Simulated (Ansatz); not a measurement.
**La on Ir(110): change of the work function**

Wanted: Δφ(θ) for La/Ir(110), starting from the longbridge site.

Calculated with Ansatz 0.2.0; plane-wave DFT, PBE, Ansatz PAW.

### 1. Set-up

The cell holds 5 atoms: 5 Ir. Cell: a = 3.840 Å, b = 2.715 Å, c = 23.431 Å, α = 90.0°, β = 90.0°, γ = 90.0°. Vacuum lies along c.

### 2. The clean slab

The bare slab comes first, as the zero from which every change is counted. The two lowest layers are held at bulk places and the upper ones relax. The dipole correction removes the false field that a one-sided slab makes across the periodic vacuum, so each face gets a flat vacuum level of its own.

input.yaml reads:

```yaml
crystal:
  lattice:
    - [3.84, 0.0, 0.0]
    - [0.0, 2.7152900398, 0.0]
    - [0.0, 0.0, 23.4305800795]
  atoms:
    - { symbol: Ir, position: [0.0, 0.0, 0.3841134095] }
    - { symbol: Ir, position: [0.5, 0.5, 0.4420567047] }
    - { symbol: Ir, position: [0.0, 0.0, 0.5] }
    - { symbol: Ir, position: [0.5, 0.5, 0.5579432953] }
    - { symbol: Ir, position: [0.0, 0.0, 0.6158865905] }
kpoints:
  mp_grid: { grid: [8, 11, 1] }
hamiltonian:
  xc: pbe
scf:
  occupations: { method: fermi_dirac, width: 0.1 }
  convergence: { dr2_threshold: 1.0e-08 }
efield:
  axis: 3
  dipole_correction: true
  ramp_position: 0.97
  ramp_width: 0.06
relax:
  f_tol: 0.02
  max_steps: 60
  constraints: [{ sites: [0, 1] }]
output:
  write_potential: true
  write_density: true
  volumetric_format: npy
```

On the command line:

```sh
> ansatz run input.yaml --threads 4 --pin off --max-ram 12288MiB --backend cpu --events-out ev --progress --plain --runs-dir out
```

Numbers of over 12 decimals in the logs are rounded to 6 here.

What it wrote:

```text
Engine: ansatz 0.2.0, x86_64-unknown-linux-gnu
Pseudopotentials: kind: paw
Pseudopotential: Ir, paw, valence charge 17, recommended cutoff 420 eV (normal), Ir.paw.azcp
Functional definition: PBE
  parameter kappa = 0.804
  parameter beta = 0.066725
  exchange = pbe_x(kappa = kappa, mu = beta*pi^2/3)
  correlation = pbe_c(beta = beta)
Crystal: 5 atoms, lattice volume = 244.304 Å³
Basis set: ecut = 420 eV, 4787 PW (Γ), exchange–correlation on 54×40×320 points (8 copies of the dense FFT grid, shifted against one another)
Bands: 51, of which v1, the nominal top of the filled ones, is band 43 counted from 1 (42 counted from 0)
Symmetry: 4 space group operations
k-points: 30 of 88
Non-local potential: Ir, projectors of the file, l = 0: 3, l = 1: 2, l = 2: 2, l = 3: 1
PAW form: soft (Blöchl's): semilocal exchange-correlation on the pseudo side does not see the compensation charge
PAW one-centre angular grid: Ir, 590 points (default); XC on 64 Gauss nodes
Initial density: superposition of atomic densities (neutral atoms: chi_scale 0, normalization atom), corrected by the library's trained network
Initial wavefunctions: pseudopotential atomic-orbital guess
Functional: x = pbe(κ = 0.804, μ = 0.219515), c = pbe(β = 0.066725)
SCF iter   1: F=—  HF=-59672.668630 eV  |F-HF|=—  |Δ(HF+E_count)|=         —  Δρ=6.23e-3  dr2=1.32e-1  ethr=1.77e-3  p=0.000 e·Å  D=1.63e-13 V/Å  ΔV_dip=-0.00 eV  dr2_dipole=2.50e-10  V_vac-E_F(+/−)=4.81/4.81 eV  ⟨swp⟩=8.4  Hψ=6739  notcnv=0
efield: sawtooth ramp at fractional position 0.9700 (set: `efield.ramp_position`, or a place that a band, a saddle search or an elastic batch's reference lends), width 0.0600; the density the first Hamiltonian is built on has a dipole p = 0.000 e·Å; the dipole correction subtracts the counter field D = 1.63e-13 V/Å, which shifts the + side's vacuum level by -0.00 eV against the − side's; the planar-averaged density in the ramp window peaks in size at 7.9e-6 e/Å³
preconditioner: auto → LDOS  [metal: Δε(μ)=0.008 eV  Ē_g=5.656 eV  σ=0.100 eV  W_gap=0.02  n_scr=38 (ndim 8)  ℏωp=15.9 eV  f_vac=0.627  D(μ)=7.61/eV (n_scr^D=48)  β→1.0]
SCF iter   2: F=—  HF=-59672.669047 eV  |F-HF|=—  |Δ(HF+E_count)|=   4.16e-4  Δρ=2.79e-3  dr2=1.51e-2  ethr=1.55e-4  p=-0.000 e·Å  D=-5.94e-6 V/Å  ΔV_dip=0.00 eV  dr2_dipole=2.13e-9  V_vac-E_F(+/−)=4.94/4.94 eV  ⟨swp⟩=2.4  Hψ=2754  notcnv=0  defer=2
SCF iter   3: F=—  HF=-59672.667127 eV  |F-HF|=—  |Δ(HF+E_count)|=   1.92e-3  Δρ=1.04e-3  dr2=4.11e-3  ethr=1.78e-5  p=-0.000 e·Å  D=-3.17e-7 V/Å  ΔV_dip=0.00 eV  dr2_dipole=3.44e-11  V_vac-E_F(+/−)=4.95/4.95 eV  ⟨swp⟩=2.3  Hψ=2628  notcnv=0  defer=2
SCF iter   4: F=—  HF=-59672.666478 eV  |F-HF|=—  |Δ(HF+E_count)|=   6.49e-4  Δρ=4.32e-4  dr2=5.59e-4  ethr=4.84e-6  p=-0.000 e·Å  D=-1.55e-6 V/Å  ΔV_dip=0.00 eV  dr2_dipole=2.77e-12  V_vac-E_F(+/−)=4.98/4.98 eV  ⟨swp⟩=2.0  Hψ=2118  notcnv=0  defer=2
SCF iter   5: F=—  HF=-59672.666390 eV  |F-HF|=—  |Δ(HF+E_count)|=   8.77e-5  Δρ=1.04e-4  dr2=8.42e-5  ethr=6.58e-7  p=-0.000 e·Å  D=-7.10e-7 V/Å  ΔV_dip=0.00 eV  dr2_dipole=1.99e-10  V_vac-E_F(+/−)=4.99/4.99 eV  ⟨swp⟩=2.4  Hψ=2445  notcnv=0  defer=2
SCF iter   6: F=—  HF=-59672.666390 eV  |F-HF|=—  |Δ(HF+E_count)|=   7.45e-7  Δρ=3.26e-5  dr2=6.22e-6  ethr=9.91e-8  p=-0.000 e·Å  D=-5.90e-7 V/Å  ΔV_dip=0.00 eV  dr2_dipole=7.88e-14  V_vac-E_F(+/−)=5.00/5.00 eV  ⟨swp⟩=2.1  Hψ=2280  notcnv=0  defer=2
SCF iter   7: F=—  HF=-59672.666230 eV  |F-HF|=—  |Δ(HF+E_count)|=   1.59e-4  Δρ=1.33e-5  dr2=1.06e-6  ethr=7.32e-9  p=-0.000 e·Å  D=-1.02e-8 V/Å  ΔV_dip=0.00 eV  dr2_dipole=1.04e-11  V_vac-E_F(+/−)=5.01/5.01 eV  ⟨swp⟩=2.0  Hψ=2290  notcnv=0  defer=2
SCF iter   8: F=—  HF=-59672.666230 eV  |F-HF|=—  |Δ(HF+E_count)|=   2.01e-7  Δρ=3.83e-6  dr2=4.52e-8  ethr=1.25e-9  p=-0.000 e·Å  D=-5.08e-8 V/Å  ΔV_dip=0.00 eV  dr2_dipole=1.06e-12  V_vac-E_F(+/−)=5.01/5.01 eV  ⟨swp⟩=2.1  Hψ=2327  notcnv=0  defer=2
SCF iter   9: F=-59672.666230 eV  HF=-59672.666230 eV  |F-HF|=2.63e-8  |Δ(HF+E_count)|=   6.65e-8  Δρ=1.29e-6  dr2=8.18e-9  ethr=1.18e-11  p=0.000 e·Å  D=8.76e-9 V/Å  ΔV_dip=-0.00 eV  dr2_dipole=9.26e-14  V_vac-E_F(+/−)=5.01/5.01 eV  ⟨swp⟩=10.9  Hψ=11960  notcnv=0
SCF 1 converged in 9 iterations: F = -59672.666230 eV  dr2 = 8.18e-9
  greatest PAW one-centre occupation: 1.000 electrons in one spin orbital (limit 2), on the Ir atom at site 2 (counted from 0), in its partial waves of l = 0
relax step   1: F+E_penalty+E_count = -59672.66623036 eV  Δ(F+E_penalty+E_count) = +0.000e0 eV  max|allowed force component| = 1.443e0 eV/Å  Δτ_max = 0.0000 Å  (9 SCF iters, accepted)
Initial density: handed on by an earlier stage of this run
Initial wavefunctions: those handed on with the density
SCF iter   1: F=—  HF=-59672.824637 eV  |F-HF|=—  |Δ(HF+E_count)|=         —  Δρ=1.55e-2  dr2=3.60e0  ethr=3.10e-3  p=-0.000 e·Å  D=-4.22e-7 V/Å  ΔV_dip=0.00 eV  dr2_dipole=1.03e0  V_vac-E_F(+/−)=4.94/4.94 eV  ⟨swp⟩=4.7  Hψ=3961  notcnv=0  defer=1
efield: sawtooth ramp at fractional position 0.9700 (set: `efield.ramp_position`, or a place that a band, a saddle search or an elastic batch's reference lends), width 0.0600; the density the first Hamiltonian is built on has a dipole p = -0.000 e·Å; the dipole correction subtracts the counter field D = -4.22e-7 V/Å, which shifts the + side's vacuum level by +0.00 eV against the − side's; the planar-averaged density in the ramp window peaks in size at 1.1e-6 e/Å³
preconditioner: auto → LDOS  [metal: Δε(μ)=0.031 eV  Ē_g=5.855 eV  σ=0.100 eV  W_gap=0.08  n_scr=38 (ndim 8)  ℏωp=15.9 eV  f_vac=0.635  D(μ)=7.49/eV (n_scr^D=48)  β→1.0]
SCF iter   2: F=—  HF=-59672.747889 eV  |F-HF|=—  |Δ(HF+E_count)|=   7.67e-2  Δρ=5.00e-3  dr2=1.17e-1  ethr=3.10e-3  p=0.018 e·Å  D=1.30e-2 V/Å  ΔV_dip=-0.30 eV  dr2_dipole=3.08e-2  V_vac-E_F(+/−)=4.64/4.94 eV  ⟨swp⟩=2.1  Hψ=1875  notcnv=0  defer=2
SCF iter   3: F=—  HF=-59672.740873 eV  |F-HF|=—  |Δ(HF+E_count)|=   7.02e-3  Δρ=1.76e-3  dr2=1.60e-2  ethr=1.37e-4  p=0.010 e·Å  D=7.35e-3 V/Å  ΔV_dip=-0.17 eV  dr2_dipole=4.73e-4  V_vac-E_F(+/−)=4.75/4.92 eV  ⟨swp⟩=2.9  Hψ=3071  notcnv=0  defer=2
SCF iter   4: F=—  HF=-59672.738858 eV  |F-HF|=—  |Δ(HF+E_count)|=   2.01e-3  Δρ=7.72e-4  dr2=4.25e-3  ethr=1.89e-5  p=0.010 e·Å  D=7.46e-3 V/Å  ΔV_dip=-0.17 eV  dr2_dipole=1.16e-4  V_vac-E_F(+/−)=4.74/4.91 eV  ⟨swp⟩=2.2  Hψ=2306  notcnv=0  defer=2
SCF iter   5: F=—  HF=-59672.738856 eV  |F-HF|=—  |Δ(HF+E_count)|=   1.88e-6  Δρ=2.68e-4  dr2=2.98e-4  ethr=5.00e-6  p=0.009 e·Å  D=6.38e-3 V/Å  ΔV_dip=-0.15 eV  dr2_dipole=3.12e-7  V_vac-E_F(+/−)=4.75/4.90 eV  ⟨swp⟩=2.0  Hψ=2283  notcnv=0  defer=2
[...]
SCF iter   6: F=—  HF=-59672.805544 eV  |F-HF|=—  |Δ(HF+E_count)|=   6.82e-6  Δρ=2.71e-5  dr2=4.34e-6  ethr=6.75e-8  p=0.000 e·Å  D=3.40e-4 V/Å  ΔV_dip=-0.01 eV  dr2_dipole=4.53e-7  V_vac-E_F(+/−)=4.88/4.89 eV  ⟨swp⟩=2.0  Hψ=2224  notcnv=0  defer=2
SCF iter   7: F=—  HF=-59672.805377 eV  |F-HF|=—  |Δ(HF+E_count)|=   1.67e-4  Δρ=9.64e-6  dr2=5.09e-7  ethr=4.01e-9  p=0.000 e·Å  D=3.29e-4 V/Å  ΔV_dip=-0.01 eV  dr2_dipole=5.99e-8  V_vac-E_F(+/−)=4.88/4.89 eV  ⟨swp⟩=2.5  Hψ=2704  notcnv=0  defer=2
SCF iter   8: F=—  HF=-59672.805378 eV  |F-HF|=—  |Δ(HF+E_count)|=   8.94e-7  Δρ=3.41e-6  dr2=4.96e-8  ethr=4.70e-10  p=0.000 e·Å  D=3.25e-4 V/Å  ΔV_dip=-0.01 eV  dr2_dipole=3.45e-11  V_vac-E_F(+/−)=4.88/4.89 eV  ⟨swp⟩=2.1  Hψ=2280  notcnv=0  defer=2
SCF iter   9: F=-59672.805378 eV  HF=-59672.805378 eV  |F-HF|=7.53e-9  |Δ(HF+E_count)|=   1.21e-7  Δρ=9.59e-7  dr2=3.54e-9  ethr=9.23e-12  p=0.000 e·Å  D=3.26e-4 V/Å  ΔV_dip=-0.01 eV  dr2_dipole=5.96e-11  V_vac-E_F(+/−)=4.88/4.89 eV  ⟨swp⟩=10.8  Hψ=11796  notcnv=0
SCF 3 converged in 9 iterations: F = -59672.805378 eV  dr2 = 3.54e-9
relax step   3: F+E_penalty+E_count = -59672.80537804 eV  Δ(F+E_penalty+E_count) = -6.669e-2 eV  max|allowed force component| = 3.506e-1 eV/Å  Δτ_max = 0.0668 Å  (9 SCF iters, accepted)
[...]
relax step   4: F+E_penalty+E_count = -59672.80949095 eV  Δ(F+E_penalty+E_count) = -4.113e-3 eV  max|allowed force component| = 6.638e-2 eV/Å  Δτ_max = 0.0167 Å  (8 SCF iters, accepted)
[...]
relax step   5: F+E_penalty+E_count = -59672.80975057 eV  Δ(F+E_penalty+E_count) = -2.596e-4 eV  max|allowed force component| = 2.910e-2 eV/Å  Δτ_max = 0.0135 Å  (7 SCF iters, accepted)
SCF iter   1: F=—  HF=-59672.810115 eV  |F-HF|=—  |Δ(HF+E_count)|=         —  Δρ=3.82e-4  dr2=1.50e-3  ethr=5.51e-6  p=-0.004 e·Å  D=-3.13e-3 V/Å  ΔV_dip=0.07 eV  dr2_dipole=4.66e-4  V_vac-E_F(+/−)=4.93/4.86 eV  ⟨swp⟩=2.4  Hψ=2964  notcnv=0  defer=2
efield: sawtooth ramp at fractional position 0.9700 (set: `efield.ramp_position`, or a place that a band, a saddle search or an elastic batch's reference lends), width 0.0600; the density the first Hamiltonian is built on has a dipole p = -0.004 e·Å; the dipole correction subtracts the counter field D = -3.13e-3 V/Å, which shifts the + side's vacuum level by +0.07 eV against the − side's; the planar-averaged density in the ramp window peaks in size at 2.6e-6 e/Å³
preconditioner: auto → LDOS  [metal: Δε(μ)=0.005 eV  Ē_g=5.755 eV  σ=0.100 eV  W_gap=0.01  n_scr=38 (ndim 8)  ℏωp=15.9 eV  f_vac=0.632  D(μ)=7.83/eV (n_scr^D=52)  β→1.0]
SCF iter   2: F=—  HF=-59672.810062 eV  |F-HF|=—  |Δ(HF+E_count)|=   5.37e-5  Δρ=1.34e-4  dr2=6.78e-5  ethr=1.76e-6  p=-0.004 e·Å  D=-2.96e-3 V/Å  ΔV_dip=0.07 eV  dr2_dipole=3.30e-6  V_vac-E_F(+/−)=4.93/4.86 eV  ⟨swp⟩=2.0  Hψ=2196  notcnv=0  defer=2
SCF iter   3: F=—  HF=-59672.810065 eV  |F-HF|=—  |Δ(HF+E_count)|=   3.34e-6  Δρ=9.05e-5  dr2=5.16e-5  ethr=7.98e-8  p=-0.004 e·Å  D=-3.04e-3 V/Å  ΔV_dip=0.07 eV  dr2_dipole=4.00e-7  V_vac-E_F(+/−)=4.93/4.86 eV  ⟨swp⟩=3.0  Hψ=3308  notcnv=0  defer=2
SCF iter   4: F=—  HF=-59672.810055 eV  |F-HF|=—  |Δ(HF+E_count)|=   9.51e-6  Δρ=2.13e-5  dr2=2.11e-6  ethr=6.07e-8  p=-0.004 e·Å  D=-3.01e-3 V/Å  ΔV_dip=0.07 eV  dr2_dipole=7.64e-8  V_vac-E_F(+/−)=4.93/4.86 eV  ⟨swp⟩=2.2  Hψ=2291  notcnv=0  defer=2
SCF iter   5: F=—  HF=-59672.809891 eV  |F-HF|=—  |Δ(HF+E_count)|=   1.64e-4  Δρ=8.19e-6  dr2=3.85e-7  ethr=2.48e-9  p=-0.004 e·Å  D=-3.03e-3 V/Å  ΔV_dip=0.07 eV  dr2_dipole=2.81e-9  V_vac-E_F(+/−)=4.93/4.86 eV  ⟨swp⟩=2.6  Hψ=2520  notcnv=0  defer=2
SCF iter   6: F=—  HF=-59672.809892 eV  |F-HF|=—  |Δ(HF+E_count)|=   4.24e-7  Δρ=2.52e-6  dr2=3.35e-8  ethr=4.53e-10  p=-0.004 e·Å  D=-3.04e-3 V/Å  ΔV_dip=0.07 eV  dr2_dipole=3.34e-10  V_vac-E_F(+/−)=4.93/4.86 eV  ⟨swp⟩=2.4  Hψ=2178  notcnv=0  defer=2
SCF iter   7: F=-59672.809892 eV  HF=-59672.809892 eV  |F-HF|=2.70e-8  |Δ(HF+E_count)|=   4.54e-8  Δρ=7.54e-7  dr2=1.89e-9  ethr=1.18e-11  p=-0.004 e·Å  D=-3.04e-3 V/Å  ΔV_dip=0.07 eV  dr2_dipole=4.22e-10  V_vac-E_F(+/−)=4.93/4.86 eV  ⟨swp⟩=10.6  Hψ=11252  notcnv=0
SCF 6 converged in 7 iterations: F = -59672.809892 eV  dr2 = 1.89e-9
relax step   6: F+E_penalty+E_count = -59672.80989162 eV  Δ(F+E_penalty+E_count) = -1.410e-4 eV  max|allowed force component| = 1.077e-3 eV/Å  Δτ_max = 0.0061 Å  (7 SCF iters, accepted)
NSCF: frozen V_eff on 30 k-points
the band table was solved once a step of the walk had ended and its energy, with any forces and stress, was formed, with the checks that follow a solve (7541 applications of the Hamiltonian). They found nothing against the state; the energy, forces and stress were not computed again (output.eigenvalues in the input reference)
WARN: The output density's exchange-correlation potential varies sharply where the density is thin. Do not read a vacuum level from v_tot or v_xc, or from such a field of the output density. On a cell that repeats whose density bears no net charge and no dipole along the vacuum's axis use v_es (v_loc + v_h of the components); under efield.dipole_correction with no amplitude use v_es + v_field, which holds any externa [...]
SCF converged after 7 iterations
Free energy (F): -59672.809892 eV
Harris-Foulkes:  -59672.809892 eV  (|F-HF|=2.70e-8)
Internal energy: -59672.559093 eV  (E = F + TS)
E sigma→0 (E₀):  -59672.684492 eV
Entropy (-TS):   -0.250799 eV (-50.160 meV/atom)
Fermi energy:    3.959249 eV
Dipole field:    D = -0.003065 V/Å  (p = -0.004138 e·Å, saw-weighted, corrected)
Work function:   Φ+ = 4.9282 eV   Φ− = 4.8564 eV
Levels:          The Fermi level and band energies are counted from a zero that moves with the ramp; work functions are not
--- Per-component energies (eV) ---
  E_band       = -2228.675768
  E_kinetic    = 3107.498997
  E_local      = -130528.762965  (includes V_loc(G=0)·N_el)
  E_nonlocal   = 366.505838
  E_hartree    = 63739.315234
  E_xc         = -1333.864604
  E_vxc        = -1492.176235  (∫ρ·V_xc dr)
  E_paw        = -46117.642610  (= ΣΔE_a)
  E_vpaw       = -1160.370398  (= ΣTr[D̂ρ^β])
  E_aug_tail   = 0.000301  (compensation charges beyond the density's cutoff)
  E_efield     = 0.000006  (sawtooth field / dipole correction)
  E_vefield    = -0.004719  (∫n·V_field dr)
  E_ewald      = 51094.390711
  E_smearing   = -0.250799  (= −TS)
  E_closure    = 0.000000  (closes the sum)
  Σ components = -59672.809892   (vs F -59672.809892, Δ=0.00e0)
--- Forces (eV/Å), atoms counted from 1 ---
  atom   1  Ir     0.00000000     0.00000000     1.20513870
  atom   2  Ir     0.00000000     0.00000000    -1.20412829
  atom   3  Ir     0.00000000     0.00000000    -0.00034092
  atom   4  Ir     0.00000000     0.00000000     0.00039342
  atom   5  Ir     0.00000000     0.00000000    -0.00107742
  max |Σ_I F_I| component: 1.45e-5 eV/Å
--- Band table (eV; the first three rows and the last of 30) ---
  k-point 0: bands = [... 39 lower, 2.9319, 2.9586, 3.2368, 3.4753, 4.0196, 4.0280, 4.5619, 4.8332, ... 4 higher]
  k-point 1: bands = [... 39 lower, 2.7962, 3.2689, 3.4125, 3.5083, 3.8089, 4.1447, 4.3779, 4.7839, ... 4 higher]
  k-point 2: bands = [... 39 lower, 3.2498, 3.3222, 3.4011, 3.5763, 3.7404, 4.1533, 4.5178, 4.5785, ... 4 higher]
  k-point 29: bands = [... 39 lower, 3.5833, 4.4933, 4.5610, 4.6388, 4.8471, 4.9526, 5.3506, 5.6180, ... 4 higher]
--- Relaxed structure (6 steps of the walk, 6 accepted, 0 SCFs on fresh bases) ---
  F+E_penalty+E_count = -59672.80989162 eV   max|allowed force component| = 1.077e-3 eV/Å
  atoms:
    - { symbol: Ir, position: [0.0, 0.0, 0.384113] }
    - { symbol: Ir, position: [0.5, 0.5, 0.4420567047] }
    - { symbol: Ir, position: [0.0, 0.0, 0.497558] }
    - { symbol: Ir, position: [0.5, 0.5, 0.561759] }
    - { symbol: Ir, position: [0.0, 0.0, 0.610636] }
```

Elapsed: 62 s, on 4 threads of Intel Xeon Platinum 8175M at 2.50GHz (Skylake/Cascade Lake), shared host; peak memory 0.77 GiB.

Relaxation path:

```
step  energy less that of the first step (eV)  largest force component (eV/Å)
   1                                   0.0000                          1.4429
   2                                  -0.0725                          1.3983
   3                                  -0.1391                          0.3506
   4                                  -0.1433                          0.0664
   5                                  -0.1435                          0.0291
   6                                  -0.1437                          0.0011
```

Forces are held to the 4 operations that the run works with; a distortion that breaks them can't arise in this run.

The atoms that moved most (Å):

```
atom     dx     dy      dz  length
 Ir5  0.000  0.000  -0.123   0.123
 Ir4  0.000  0.000   0.089   0.089
 Ir3  0.000  0.000  -0.057   0.057
```

Numbers from this step:

| Item | Value |
| --- | --- |
| energy at zero smearing | -59672.6845 eV |
| work function, upper face | 4.928 eV |
| work function, lower face | 4.856 eV |
| dipole along the normal | -0.004138 e·Å |
| step between the vacuum levels | 0.07181 eV |

Running mean over 1.358 Å of the planar mean; the ramp of the sawtooth is left out. Table of electron's electrostatic potential energy less the Fermi level by z:

| z (Å) | electron's electrostatic potential energy less the Fermi level (eV) |
| --- | --- |
| 3.0 | 4.86 |
| 3.5 | 4.86 |
| 4.0 | 4.86 |
| 4.5 | 4.86 |
| 5.0 | 4.85 |
| 5.5 | 4.85 |
| 6.0 | 4.83 |
| 6.5 | 4.76 |
| 7.0 | 4.49 |
| 7.5 | 3.40 |
| 8.0 | -0.418 |
| 8.5 | -6.54 |
| 9.0 | -11.1 |
| 9.5 | -12.7 |
| 10.0 | -13.3 |
| 10.5 | -13.9 |
| 11.0 | -14.1 |
| 11.5 | -13.6 |
| 12.0 | -12.2 |
| 12.5 | -11.9 |
| 13.0 | -13.4 |
| 13.5 | -15.4 |
| 14.0 | -14.9 |
| 14.5 | -10.9 |
| 15.0 | -4.36 |
| 15.5 | 1.48 |
| 16.0 | 4.07 |
| 16.5 | 4.70 |
| 17.0 | 4.87 |
| 17.5 | 4.91 |
| 18.0 | 4.92 |
| 18.5 | 4.93 |
| 19.0 | 4.93 |
| 19.5 | 4.93 |
| 20.0 | 4.93 |
| 20.5 | 4.93 |

The relaxation took 6 steps and lowered the energy by 0.14 eV; the largest force on the free atoms ends at 0.0011 eV/Å.

The work function of the upper face is 4.93 eV.

(Continued in part 2 of 4.)

[Logs are printed without paths, hosts, clocks, repeated set-up lines and the standing remarks that a program may print on its own settings, such as how far it seeks lower states.]

[Hosts, paths, dates, database ids (printed as entryN), source tags and the programs' standing remarks are cut or masked in the printed files.]

[Maps of the electrostatic potential energy from Ansatz leave out the sawtooth potential of an applied field or a dipole correction, so their vacuum need not be flat; planar profiles and work functions include it.]
